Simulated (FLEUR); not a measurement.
# Collinear magnetic orders of AlNi3 with FLEUR, part 2 of 4

Aim: find out whether AlNi3 carries moments, and which collinear order costs least.

FLEUR MaX-R8.1; PBE; all-electron FLAPW, Dirac cores, scalar-relativistic bands.

So far, largest spin moment in the muffin-tin sphere (μB): step 2 (run 1 (ferro +++)) 0.253.

### 3. Run 2 (antiferro q=(0,1/2,1/2) +-+-+-)

Another pattern of signs weighs the neighbour shells otherwise.

The cell is doubled to 8 atoms to hold this order. The mesh is halved along the doubled vector, so that both cells sample the same points. The k list default-1 (kpts.xml, not shown) is a Γ-centred 10×5×10 mesh.

inp.xml

```
<?xml version="1.0" encoding="UTF-8" standalone="no"?>
<fleurInput fleurInputVersion="0.39">
   <comment>
      AlNi3
   </comment>
   <calculationSetup>
      <cutoffs Kmax="4.14" Gmax="12.4" GmaxXC="12.4" numbands="0"/>
      <scfLoop itmax="90" minDistance="0.00002" maxIterBroyd="15" imix="Anderson" alpha="0.05" precondParam="0.0" spinf="2.0" sdNocoIR="T"/>
      <coreElectrons ctail="T" frcor="F" kcrel="0" coretail_lmax="0"/>
      <xcFunctional name="pbe" relativisticCorrections="F"/>
      <magnetism jspins="2"/>
      <soc l_soc="F" theta="0.0" phi="0.0" spav="F"/>
      <expertModes spex="0" secvar="F"/>
      <geometryOptimization l_f="F" forcealpha="1.0" forcemix="BFGS" epsdisp="0.00001" epsforce="0.00001"/>
      <ldaU l_linMix="F" mixParam="0.05" spinf="1.0"/>
   </calculationSetup>
   <cell>
      <bzIntegration valenceElectrons="114.0" mode="hist" fermiSmearingEnergy="0.00183747">
         <kPointListSelection listName="default-1"/>
         <xi:include xmlns:xi="http://www.w3.org/2001/XInclude" href="kpts.xml"> </xi:include>
      </bzIntegration>
      <xi:include xmlns:xi="http://www.w3.org/2001/XInclude" href="sym.xml"> </xi:include>
      <bulkLattice scale="1.0">
         <bravaisMatrix>
            <row-1>    6.6576085554405022     0.0000000000000000     0.0000000000000000</row-1>
            <row-2>    0.0000000000000000    13.3152171108810045     0.0000000000000000</row-2>
            <row-3>    0.0000000000000000     6.6576085554405022     6.6576085554405022</row-3>
         </bravaisMatrix>
      </bulkLattice>
   </cell>
   <atomSpecies>
      <species name="Aluminum (Al)" element="Al" atomicNumber="13">
         <mtSphere radius="1.81" gridPoints="599" logIncrement="0.019"/>
         <atomicCutoffs lmax="8" lnonsphr="6"/>
         <electronConfig flipSpins="F">
            <coreConfig>(1s1/2) (2s1/2) (2p1/2) (2p3/2)</coreConfig>
            <valenceConfig>(3s1/2) (3p1/2) (3p3/2)</valenceConfig>
            <stateOccupation state="(3p1/2)" spinUp="0.166667" spinDown="0.166667"/>
            <stateOccupation state="(3p3/2)" spinUp="0.333333" spinDown="0.333333"/>
         </electronConfig>
         <energyParameters s="3" p="3" d="3" f="4"/>
      </species>
      <species name="Nickel (Ni1.001" element="Ni" atomicNumber="28">
         <mtSphere radius="2.29" gridPoints="757" logIncrement="0.016"/>
         <atomicCutoffs lmax="8" lnonsphr="6"/>
         <electronConfig flipSpins="F">
            <coreConfig>(1s1/2) (2s1/2) (2p1/2) (2p3/2)</coreConfig>
            <valenceConfig>(3s1/2) (3p1/2) (3p3/2) (4s1/2) (3d3/2) (3d5/2)</valenceConfig>
            <stateOccupation state="(3d3/2)" spinUp="1.6" spinDown="1.6"/>
            <stateOccupation state="(3d5/2)" spinUp="2.9005" spinDown="1.8995"/>
         </electronConfig>
         <energyParameters s="4" p="4" d="3" f="4"/>
         <lo type="SCLO" l="0" n="3" eDeriv="0"/>
         <lo type="SCLO" l="1" n="3" eDeriv="0"/>
      </species>
      <species name="Nickel (Ni-1.001" element="Ni" atomicNumber="28">
         <mtSphere radius="2.29" gridPoints="757" logIncrement="0.016"/>
         <atomicCutoffs lmax="8" lnonsphr="6"/>
         <electronConfig flipSpins="F">
            <coreConfig>(1s1/2) (2s1/2) (2p1/2) (2p3/2)</coreConfig>
            <valenceConfig>(3s1/2) (3p1/2) (3p3/2) (4s1/2) (3d3/2) (3d5/2)</valenceConfig>
            <stateOccupation state="(3d3/2)" spinUp="1.6" spinDown="1.6"/>
            <stateOccupation state="(3d5/2)" spinUp="1.8995" spinDown="2.9005"/>
         </electronConfig>
         <energyParameters s="4" p="4" d="3" f="4"/>
         <lo type="SCLO" l="0" n="3" eDeriv="0"/>
         <lo type="SCLO" l="1" n="3" eDeriv="0"/>
      </species>
   </atomSpecies>
   <atomGroups>
      <atomGroup species="Aluminum (Al)">
         <relPos label="                   1">.0000000000 .0000000000 .0000000000</relPos>
         <force calculate="T" relaxXYZ="TTT"/>
      </atomGroup>
      <atomGroup species="Aluminum (Al)">
         <relPos label="                   2">.0000000000 1.000/2.000 .0000000000</relPos>
         <force calculate="T" relaxXYZ="TTT"/>
      </atomGroup>
      <atomGroup species="Nickel (Ni1.001">
         <relPos label="                   3">.0000000000 .0000000000 1.000/2.000</relPos>
         <force calculate="T" relaxXYZ="TTT"/>
      </atomGroup>
      <atomGroup species="Nickel (Ni-1.001">
         <relPos label="                   4">.0000000000 1.000/2.000 1.000/2.000</relPos>
         <force calculate="T" relaxXYZ="TTT"/>
      </atomGroup>
      <atomGroup species="Nickel (Ni1.001">
         <relPos label="                   5">1.000/2.000 -1.000/4.000 1.000/2.000</relPos>
         <force calculate="T" relaxXYZ="TTT"/>
      </atomGroup>
      <atomGroup species="Nickel (Ni-1.001">
         <relPos label="                   6">1.000/2.000 1.000/4.000 1.000/2.000</relPos>
         <force calculate="T" relaxXYZ="TTT"/>
      </atomGroup>
      <atomGroup species="Nickel (Ni1.001">
         <relPos label="                   7">1.000/2.000 1.000/4.000 .0000000000</relPos>
         <force calculate="T" relaxXYZ="TTT"/>
      </atomGroup>
      <atomGroup species="Nickel (Ni-1.001">
         <relPos label="                   8">1.000/2.000 -1.000/4.000 .0000000000</relPos>
         <force calculate="T" relaxXYZ="TTT"/>
      </atomGroup>
   </atomGroups>
   <output dos="F" band="F" slice="F">
      <bandDOS minEnergy="-.5*Htr" maxEnergy="0.5*Htr" sigma="0.015" storeEVData="T"/>
      <plotting iplot="0" polar="F">
         <plot TwoD="T" vec1="  1.0  0.0  0.0" vec2="  0.0  1.0  0.0" vec3="  0.0  0.0  1.0" zero="  0.0  0.0  0.0" file="plot"/>
      </plotting>
      <moessbauerParams electricFieldGradient="F" isomerShift="F" coreHyperfine="F" valenceHyperfine="F"/>
   </output>
</fleurInput>
```

crystal.txt

```
AlNi3
&input film=F cartesian=F /
3.52305472670  0.00000000000  0.00000000000
0.00000000000  7.04610945340  0.00000000000
0.00000000000  3.52305472670  3.52305472670
1.8897261246
1.0 1.0 1.0

8
13 0.00000000000  0.00000000000  0.00000000000
13 0.00000000000  0.50000000000  0.00000000000
28 0.00000000000  0.00000000000  0.50000000000 : 1.001
28 0.00000000000  0.50000000000  0.50000000000 : -1.001
28 0.50000000000  0.75000000000  0.50000000000 : 1.001
28 0.50000000000  0.25000000000  0.50000000000 : -1.001
28 0.50000000000  0.25000000000  0.00000000000 : 1.001
28 0.50000000000  0.75000000000  0.00000000000 : -1.001

&kpt div1=10 div2=5 div3=10 gamma=T /
```

On the command line:

```
> OMP_NUM_THREADS=1 inpgen -f crystal.txt > inpgen.log  # inp.xml is then edited as shown
> OMP_NUM_THREADS=1 mpirun -n 4 fleur_MPI > fleur.log
```

Log:

```text
[banner, memory and clock lines left out]
Welcome to FLEUR        (www.flapw.de)
      MaX-Release 8.1          (www.max-centre.eu)

 ========== k-point set info ==========
 Selected k-point list: default-1
 k-point list type: mesh
 10 x 5 x 10
 Number of k points: 156

 [... set-up left out ...]
 Iteration:     1   Distance:      22.22362034 me/bohr^3
 Iteration:     2   Distance:      21.00059317 me/bohr^3
 Iteration:     3   Distance:      17.27706074 me/bohr^3
 Iteration:     4   Distance:       6.09090683 me/bohr^3
 Iteration:     5   Distance:       6.04314829 me/bohr^3
 Iteration:     6   Distance:       5.74760662 me/bohr^3
 Iteration:     7   Distance:       3.43739617 me/bohr^3
 Iteration:     8   Distance:       3.43129531 me/bohr^3
 Iteration:     9   Distance:       1.72716234 me/bohr^3
 Iteration:    10   Distance:       1.77102296 me/bohr^3

--- out.xml (last complete iteration) ---
<iteration numberForCurrentRun="   10" overallNumber="   10">
         [... left out ...]
         <bandgap value="0.0016189787" units="eV"/>
         <sumValenceSingleParticleEnergies value="-93.8373130967" units="Htr"/>
         <FermiEnergy value="0.3617423422" units="Htr"/>
         [... left out ...]
         <magneticMomentsInMTSpheres units="muBohr">
            <globalMagMoment atomType="1" vec="0.00000   0.00000   0.00000"/>
            <globalMagMoment atomType="2" vec="0.00000   0.00000   0.00000"/>
            <globalMagMoment atomType="3" vec="0.00000   0.00000   0.04875"/>
            <globalMagMoment atomType="4" vec="0.00000   0.00000  -0.04875"/>
            <globalMagMoment atomType="5" vec="0.00000   0.00000   0.05513"/>
            <globalMagMoment atomType="6" vec="0.00000   0.00000  -0.05513"/>
            <globalMagMoment atomType="7" vec="0.00000   0.00000   0.05513"/>
            <globalMagMoment atomType="8" vec="0.00000   0.00000  -0.05513"/>
         </magneticMomentsInMTSpheres>
         [... left out ...]
         <totalEnergy value="    -9610.7658436460" units="Htr">
            <sumOfEigenvalues value="    -5482.3549484479">
               <coreElectrons value="-5388.5176353512"/>
               <valenceElectrons value="-93.8373130967"/>
            </sumOfEigenvalues>
         [... left out ...]
            <freeEnergy value="-9610.7689169164"/>
            <extrapolationTo0K value="-9610.7673802812"/>
         </totalEnergy>
         <densityConvergence units="me/bohr^3">
            <chargeDensity spin="1" distance="0.9215171117"/>
            <chargeDensity spin="2" distance="0.9215171123"/>
            <overallChargeDensity distance="0.5101497978"/>
            <spinDensity distance="1.7710229627"/>
         </densityConvergence>
      </iteration>
```

Elapsed: 16 min, on 4 MPI ranks of Intel Xeon Platinum 8259CL at 2.50GHz (Skylake/Cascade Lake), shared host; peak memory 1 GiB.

The run was cut off at its time limit.

After 10 cycles the density distance stands at 1.8 me/bohr³, above the threshold of 2e-05.

### 4. Order 3, typed as antiferro q=(0,0,1/2) +-+-+-

An opposed order shows whether neighbours prefer unlike signs.

This order needs a doubled cell of 8 atoms. The mesh is halved along the doubled vector, so that both cells sample the same points. The k list default-1 (kpts.xml, not shown) is a Γ-centred 10×10×5 mesh.

inp.xml: that of step 3 with these lines changed.

```diff
@@ -25,4 +25,4 @@
             <row-1>    6.6576085554405022     0.0000000000000000     0.0000000000000000</row-1>
-            <row-2>    0.0000000000000000    13.3152171108810045     0.0000000000000000</row-2>
-            <row-3>    0.0000000000000000     6.6576085554405022     6.6576085554405022</row-3>
+            <row-2>    0.0000000000000000     6.6576085554405022     0.0000000000000000</row-2>
+            <row-3>    0.0000000000000000     0.0000000000000000    13.3152171108810045</row-3>
          </bravaisMatrix>
@@ -75,3 +75,3 @@
       <atomGroup species="Aluminum (Al)">
-         <relPos label="                   2">.0000000000 1.000/2.000 .0000000000</relPos>
+         <relPos label="                   2">.0000000000 .0000000000 1.000/2.000</relPos>
          <force calculate="T" relaxXYZ="TTT"/>
@@ -79,3 +79,4 @@
       <atomGroup species="Nickel (Ni1.001">
-         <relPos label="                   3">.0000000000 .0000000000 1.000/2.000</relPos>
+         <relPos label="                   3">.0000000000 1.000/2.000 1.000/4.000</relPos>
+         <relPos label="                   5">1.000/2.000 .0000000000 1.000/4.000</relPos>
          <force calculate="T" relaxXYZ="TTT"/>
@@ -83,3 +84,4 @@
       <atomGroup species="Nickel (Ni-1.001">
-         <relPos label="                   4">.0000000000 1.000/2.000 1.000/2.000</relPos>
+         <relPos label="                   4">.0000000000 1.000/2.000 -1.000/4.000</relPos>
+         <relPos label="                   6">1.000/2.000 .0000000000 -1.000/4.000</relPos>
          <force calculate="T" relaxXYZ="TTT"/>
@@ -87,3 +89,3 @@
       <atomGroup species="Nickel (Ni1.001">
-         <relPos label="                   5">1.000/2.000 -1.000/4.000 1.000/2.000</relPos>
+         <relPos label="                   7">1.000/2.000 1.000/2.000 .0000000000</relPos>
          <force calculate="T" relaxXYZ="TTT"/>
@@ -91,11 +93,3 @@
       <atomGroup species="Nickel (Ni-1.001">
-         <relPos label="                   6">1.000/2.000 1.000/4.000 1.000/2.000</relPos>
-         <force calculate="T" relaxXYZ="TTT"/>
-      </atomGroup>
-      <atomGroup species="Nickel (Ni1.001">
-         <relPos label="                   7">1.000/2.000 1.000/4.000 .0000000000</relPos>
-         <force calculate="T" relaxXYZ="TTT"/>
-      </atomGroup>
-      <atomGroup species="Nickel (Ni-1.001">
-         <relPos label="                   8">1.000/2.000 -1.000/4.000 .0000000000</relPos>
+         <relPos label="                   8">1.000/2.000 1.000/2.000 1.000/2.000</relPos>
          <force calculate="T" relaxXYZ="TTT"/>
```

crystal.txt

```
AlNi3
&input film=F cartesian=F /
3.52305472670  0.00000000000  0.00000000000
0.00000000000  3.52305472670  0.00000000000
0.00000000000  0.00000000000  7.04610945340
1.8897261246
1.0 1.0 1.0

8
13 0.00000000000  0.00000000000  0.00000000000
13 0.00000000000  0.00000000000  0.50000000000
28 0.00000000000  0.50000000000  0.25000000000 : 1.001
28 0.00000000000  0.50000000000  0.75000000000 : -1.001
28 0.50000000000  0.00000000000  0.25000000000 : 1.001
28 0.50000000000  0.00000000000  0.75000000000 : -1.001
28 0.50000000000  0.50000000000  0.00000000000 : 1.001
28 0.50000000000  0.50000000000  0.50000000000 : -1.001

&kpt div1=10 div2=10 div3=5 gamma=T /
```

Log:

```text
[banner, memory and clock lines left out]
Welcome to FLEUR        (www.flapw.de)
      MaX-Release 8.1          (www.max-centre.eu)

 ========== k-point set info ==========
 Selected k-point list: default-1
 k-point list type: mesh
 0 x 0 x 0
 Number of k points: 64

 [... set-up left out ...]
 Iteration:     1   Distance:      21.89419503 me/bohr^3
 Iteration:     2   Distance:      20.61264622 me/bohr^3
 Iteration:     3   Distance:      16.66260825 me/bohr^3
 Iteration:     4   Distance:       6.99820886 me/bohr^3
 Iteration:     5   Distance:       4.81273896 me/bohr^3
[...]
<sumOfEigenvalues value="    -5482.4386823345">
               <coreElectrons value="-5388.5479276264"/>
               <valenceElectrons value="-93.8907547081"/>
            </sumOfEigenvalues>
         [... left out ...]
            <freeEnergy value="-9610.7691999268"/>
            <extrapolationTo0K value="-9610.7676494223"/>
         </totalEnergy>
         <densityConvergence units="me/bohr^3">
            <chargeDensity spin="1" distance="0.0005880785"/>
            <chargeDensity spin="2" distance="0.0005928957"/>
            <overallChargeDensity distance="0.0008767960"/>
            <spinDensity distance="0.0007911713"/>
         </densityConvergence>
      </iteration>
```

Elapsed: 17 min, on 4 MPI ranks; peak memory 0.6 GiB.

The run was cut off at its time limit.

After 28 cycles the density distance stands at 8.8e-4 me/bohr³, above the threshold of 2e-05.

### 5. Start 4: antiferro q=(1/2,1/2,1/2) +-+-+-

An opposed order shows whether neighbours prefer unlike signs.

This order needs a doubled cell of 8 atoms. The mesh is halved along the doubled vector, so that both cells sample the same points. The k list default-1 (kpts.xml, not shown) is a Γ-centred 5×10×10 mesh.

inp.xml: that of step 4 with these lines changed.

```diff
@@ -24,5 +24,5 @@
          <bravaisMatrix>
-            <row-1>    6.6576085554405022     0.0000000000000000     0.0000000000000000</row-1>
-            <row-2>    0.0000000000000000     6.6576085554405022     0.0000000000000000</row-2>
-            <row-3>    0.0000000000000000     0.0000000000000000    13.3152171108810045</row-3>
+            <row-1>   13.3152171108810045     0.0000000000000000     0.0000000000000000</row-1>
+            <row-2>    6.6576085554405022     6.6576085554405022     0.0000000000000000</row-2>
+            <row-3>    6.6576085554405022     0.0000000000000000     6.6576085554405022</row-3>
          </bravaisMatrix>
@@ -75,3 +75,3 @@
       <atomGroup species="Aluminum (Al)">
-         <relPos label="                   2">.0000000000 .0000000000 1.000/2.000</relPos>
+         <relPos label="                   2">1.000/2.000 .0000000000 .0000000000</relPos>
          <force calculate="T" relaxXYZ="TTT"/>
@@ -79,4 +79,3 @@
       <atomGroup species="Nickel (Ni1.001">
-         <relPos label="                   3">.0000000000 1.000/2.000 1.000/4.000</relPos>
-         <relPos label="                   5">1.000/2.000 .0000000000 1.000/4.000</relPos>
+         <relPos label="                   3">1.000/2.000 1.000/2.000 1.000/2.000</relPos>
          <force calculate="T" relaxXYZ="TTT"/>
@@ -84,4 +83,3 @@
       <atomGroup species="Nickel (Ni-1.001">
-         <relPos label="                   4">.0000000000 1.000/2.000 -1.000/4.000</relPos>
-         <relPos label="                   6">1.000/2.000 .0000000000 -1.000/4.000</relPos>
+         <relPos label="                   4">.0000000000 1.000/2.000 1.000/2.000</relPos>
          <force calculate="T" relaxXYZ="TTT"/>
@@ -89,3 +87,4 @@
       <atomGroup species="Nickel (Ni1.001">
-         <relPos label="                   7">1.000/2.000 1.000/2.000 .0000000000</relPos>
+         <relPos label="                   5">.0000000000 .0000000000 1.000/2.000</relPos>
+         <relPos label="                   7">.0000000000 1.000/2.000 .0000000000</relPos>
          <force calculate="T" relaxXYZ="TTT"/>
@@ -93,3 +92,4 @@
       <atomGroup species="Nickel (Ni-1.001">
-         <relPos label="                   8">1.000/2.000 1.000/2.000 1.000/2.000</relPos>
+         <relPos label="                   6">1.000/2.000 .0000000000 1.000/2.000</relPos>
+         <relPos label="                   8">1.000/2.000 1.000/2.000 .0000000000</relPos>
          <force calculate="T" relaxXYZ="TTT"/>
```

crystal.txt

```
AlNi3
&input film=F cartesian=F /
7.04610945340  0.00000000000  0.00000000000
3.52305472670  3.52305472670  0.00000000000
3.52305472670  0.00000000000  3.52305472670
1.8897261246
1.0 1.0 1.0

8
13 0.00000000000  0.00000000000  0.00000000000
13 0.50000000000  0.00000000000  0.00000000000
28 0.50000000000  0.50000000000  0.50000000000 : 1.001
28 0.00000000000  0.50000000000  0.50000000000 : -1.001
28 0.00000000000  0.00000000000  0.50000000000 : 1.001
28 0.50000000000  0.00000000000  0.50000000000 : -1.001
28 0.00000000000  0.50000000000  0.00000000000 : 1.001
28 0.50000000000  0.50000000000  0.00000000000 : -1.001

&kpt div1=5 div2=10 div3=10 gamma=T /
```

Log:

```text
[banner, memory and clock lines left out]
Welcome to FLEUR        (www.flapw.de)
      MaX-Release 8.1          (www.max-centre.eu)

 ========== k-point set info ==========
 Selected k-point list: default-1
 k-point list type: mesh
 0 x 0 x 0
 Number of k points: 144

 [... set-up left out ...]
 Iteration:     1   Distance:      21.70910194 me/bohr^3
 Iteration:     2   Distance:      20.54179900 me/bohr^3
 Iteration:     3   Distance:      17.12106040 me/bohr^3
 Iteration:     4   Distance:       5.34881954 me/bohr^3
 Iteration:     5   Distance:       6.47638169 me/bohr^3
[...]
<sumOfEigenvalues value="    -5482.4422369090">
               <coreElectrons value="-5388.5498675474"/>
               <valenceElectrons value="-93.8923693616"/>
            </sumOfEigenvalues>
         [... left out ...]
            <freeEnergy value="-9610.7692142245"/>
            <extrapolationTo0K value="-9610.7676636748"/>
         </totalEnergy>
         <densityConvergence units="me/bohr^3">
            <chargeDensity spin="1" distance="0.0125508415"/>
            <chargeDensity spin="2" distance="0.0125508408"/>
            <overallChargeDensity distance="0.0193561899"/>
            <spinDensity distance="0.0159822515"/>
         </densityConvergence>
      </iteration>
```

The job ended after 19 min (4 MPI ranks; peak memory 0.72 GiB).

The run was cut off at its time limit.

After 17 cycles the density distance stands at 0.019 me/bohr³, above the threshold of 2e-05.

(Part 2 of 4 ends here.)

[Logs and program files are shortened in this print: banners, set-up blocks, solver, clock and traceback lines can be left out without a mark of their own.]

[Logs are printed without paths, hosts, clocks, repeated set-up lines and the standing remarks that a program may print on its own settings, such as how far it seeks lower states.]

[Hosts, paths, dates, database ids (printed as entryN), source tags and the programs' standing remarks are cut or masked in the printed files.]

[Where a cell is said to come from a database of computed structures, the database is the Materials Project.]
